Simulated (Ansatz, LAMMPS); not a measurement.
# Relaxing a frame of liquid mixture of acetonitrile and H2O from 300 K (204 atoms), part 2 of 2

Aim: bring a frame of liquid mixture of acetonitrile and H2O from 300 K (204 atoms) to a nearby minimum of the energy and see what moves.

Ansatz 0.2.0; Kohn-Sham DFT, RPBE+D4, PAW (set soft_2), plane waves.

The cell: 58 C, 29 N, 107 H and 10 O. The network of contacts between molecules at the start is that of the classical potential that made the cell. Only the Γ point is sampled, in a cell whose shortest periodic width is 14 Å.

So far, density (g/cm³): step 5 (structure statistics after relaxation) 0.908.

**6. Single point at the relaxed geometry (continued)**

Löwdin charges by element and coordination (they lack the spilled electrons, 0.041 e an atom on average):

```tsv
element	coordination	atoms	mean charge (e)	spread	least	most
C	all	58	-0.11	0.361	-0.482	0.277
C	2	29	0.251	0.015	0.229	0.277
C	4	29	-0.471	0.0042	-0.482	-0.460
H	all	107	0.271	0.0555	0.230	0.395
N	all	29	-0.241	0.0074	-0.255	-0.216
O	all	10	-0.717	0.0144	-0.748	-0.701
```

States in the cell by windows of 1 eV, zero at the Fermi level; the larger projections on atomic orbitals stand beside the total:

```tsv
from (eV)	to (eV)	total	C p	N p	H s	O p
-10	-9	10.0	0.9	0.5	2.7	5.0
-9	-8	68.0	31.6	1.5	13.3	8.1
-8	-7	95.8	62.2	5.0	25.3	0.5
-7	-6	28.0	14.0	2.1	6.5	3.9
-6	-5	40.4	4.0	20.8	1.0	4.7
-5	-4	133.2	41.5	65.6	9.1	9.0
-4	-3	27.3	5.2	6.6	1.1	14.1
-3	-2	5.2	0.1	0.1	0.0	5.0
-2	2	0.0	0.0	0.0	0.0	0.0
2	3	10.2	3.5	2.8	2.2	0.1
3	4	108.6	44.6	37.5	15.5	0.2
4	5	31.6	4.7	2.9	8.1	0.2
```

Between -22 and -10 eV lie 136 more states.

The levels nearest the highest filled one (over half full), pooled over k-points and spins:

```tsv
level less the highest filled one (eV)	occupation
-0.450	2
-0.361	2
-0.353	2
-0.250	2
-0.0395	2
0	2
5.53	0
5.63	0
5.69	0
5.70	0
5.72	0
5.79	0
```

Electrostatic potential energy in the bc plane at fractional x = 0.059, with atoms of C and N and H and O within 0.2 Å of it. With pseudopotentials it is smooth inside the atoms' cores, unlike the true potential.

Values in eV, 13 rows by 16 columns, each cell a mean:
```
  5   5   4  -2   1   3   0 -19 -15 -28 -29  -9  -8 -18 -18  -1
  5   5   4   2   3   4  -3  -6   2   2   3   4   4   4   4   4
  5   5   4   4   5   4   2   4   4   2   3   4   5   5   4   4
  5   1   2   4   5  -4 -17   1   4   3   3   5   4   4   4   4
  4 -12 -25  -8   3   4   1   0   3   3   4   4   2   2   4   4
  4   1 -15  -8   0   3   3   3   2   2   3  -9  -3   4   4   4
  3   3   3  -1 -10   3   3   3   4   4  -8 -22   1   4   1   0
  2   3   4   4   4   4  -2   0   4   4  -2  -1   4   4  -7  -6
  4   4   4   4   4   4   2   3   4   4   5   4   4   4   3   3
  4   3   3   2   2   3   3   1  -2  -1   4   4   2  -8   3   4
 -1 -14  -3 -20 -25 -22   3 -12 -24 -12   5   4   3   2   4   5
  4   3   2   0  -2  -1   4   3   4   5   5   5   4   4   4   4
  4   4   4   4   4   4  -6  -9  -1  -6  -5   2   2  -3  -4   3
```
Columns run along b (13.3 Å; values clipped at the 3rd and 97th percentile), rows up along c (13.9 Å). Atoms in or near the plane, at fractional coordinates: C at (0.57, 0.96), N at (0.66, 0.96), H at (0.43, 0.02), H at (0.43, 0.89), N at (0.30, 0.17), H at (0.07, 0.18), C at (0.15, 0.61), H at (0.92, 0.43), H at (0.73, 0.54), H at (0.80, 0.97), O at (0.54, 0.19), H at (0.47, 0.20).

Valence density in the bc plane at fractional x = 0.059, with atoms of C and N and H and O within 0.2 Å of it. It is the smooth field of the valence electrons, not physical close to the nuclei.

Ten steps, logarithmic in the rise over the least value, from '0' (0.0 e/Å³) to '9' (4.8 e/Å³), each cell a mean:
```
00000012221000246766778899863367898631
00000013442100246665666777742245666421
00000012332000136643233333321001222100
00000001100000112210001110000000000000
00000000000013332100001221000000000000
00011100000136764310012321000000000000
01344432000246876421001111001223210000
12467764210124565431100000012454321000
12468876421012334322111000012454321000
01246777542100011122332111223222100000
00123455554310000011222224566420000010
10001123466420000000011247887420002222
21111111234210011100000247875310124654
32222110011000134321000135643100135764
22222110000001245421000112110000023443
01111110000001112110001111000000000000
00000000000000000001111110000122210000
00111111122222100123454210001235521000
12555444566675322467997410011234421000
13676555678898431468997410010111111110
12344334567786421134665210000000011110
00001111223332111111111100000000111100
00000000000000135432222222210012343210
00000000000000247754556666642245787420
```
Columns run along b (13.3 Å), rows up along c (13.9 Å). Atoms in or near the plane, at fractional coordinates: C at (0.57, 0.96), N at (0.66, 0.96), H at (0.43, 0.02), H at (0.43, 0.89), N at (0.30, 0.17), H at (0.07, 0.18), C at (0.15, 0.61), H at (0.92, 0.43), H at (0.73, 0.54), H at (0.80, 0.97), O at (0.54, 0.19), H at (0.47, 0.20).

Mean Löwdin charges: C -0.11, H +0.27, N -0.24, O -0.72 e (they miss 1.6 % of the electrons, so they add up to more than the cell's charge).

The surroundings of O184, one of the 10 O atoms, nearest first, numbered as they follow in the input and with coordinates relative to it.

```tsv
atom	x	y	z	distance (Å)	bonds	Löwdin charge (e)
O184	0.00	0.00	0.00	0.00	2	-0.71
H186	0.52	0.74	-0.38	0.98	1	0.39
H185	-0.45	-0.35	-0.81	0.99	1	0.38
H189	0.87	-1.08	1.10	1.77	1	0.38
H138	-1.76	-1.18	1.25	2.46	1	0.24
H107	-1.44	2.00	0.42	2.50	1	0.25
O187	1.28	-1.61	1.83	2.75	2	-0.71
O181	-1.07	-0.67	-2.44	2.75	2	-0.70
```

The column of bonds counts only the pairs H-C within 1.34 Å, H-O within 1.21 Å, C-C within 1.85 Å, C-N within 1.62 Å; other neighbours, such as metal atoms beside each other in a compound, aren't counted, and periodic images can show an atom twice.

**7. Results**

| Quantity | Value |
| --- | --- |
| energy change in the relaxation | -40.54 meV/atom |
| r.m.s. displacement | 0.767 Å |
| largest displacement | 2.066 Å |
| free energy per atom | -162.9766 eV/atom |
| pressure | -0.00624 GPa |
| r.m.s. force component | 0.00557 eV/Å |
| gap (highest filled to lowest empty level) | 5.532 eV |
| wall time of the 3 DFT runs | 15 min |

What this shows: Relaxation lowers the energy by 40.5 meV/atom and moves atoms by 0.77 Å r.m.s.; the r.m.s. force component goes from 0.92 to 0.0056 eV/Å, the pressure goes from 0.28 to -0.0062 GPa, and the gap from 4.15 to 5.53 eV. Displacements are taken in the final cell, so they leave out its strain. By the final cutoffs no bond was broken or made. The cell shrank by 1.0 % in volume. First to last step the energy falls by 8.271 eV, across changes of basis; the largest move, 2.07 Å, is that of H6. The H-O bonds change most in mean length: from 1.000 Å (spread 0.000) to 0.983 Å (spread 0.006). With the cutoffs above, 50 % of C atoms have 2 and as many 4, all H atoms have 1, all N atoms have 1 and all O atoms have 2 bonded neighbours. Between filled and empty levels lie 5.53 eV (at Γ alone); a semilocal functional tends to put such gaps too low. In a disordered cell it changes from sample to sample and from frame to frame.

**Limits.** The network of contacts between molecules at the start is that of the classical potential that made the cell; in DFT atoms moved by 0.77 Å r.m.s.

[Logs are printed without paths, hosts, clocks, repeated set-up lines and the standing remarks that a program may print on its own settings, such as how far it seeks lower states.]

[Hosts, paths, dates, database ids (printed as entryN), source tags and the programs' standing remarks are cut or masked in the printed files.]
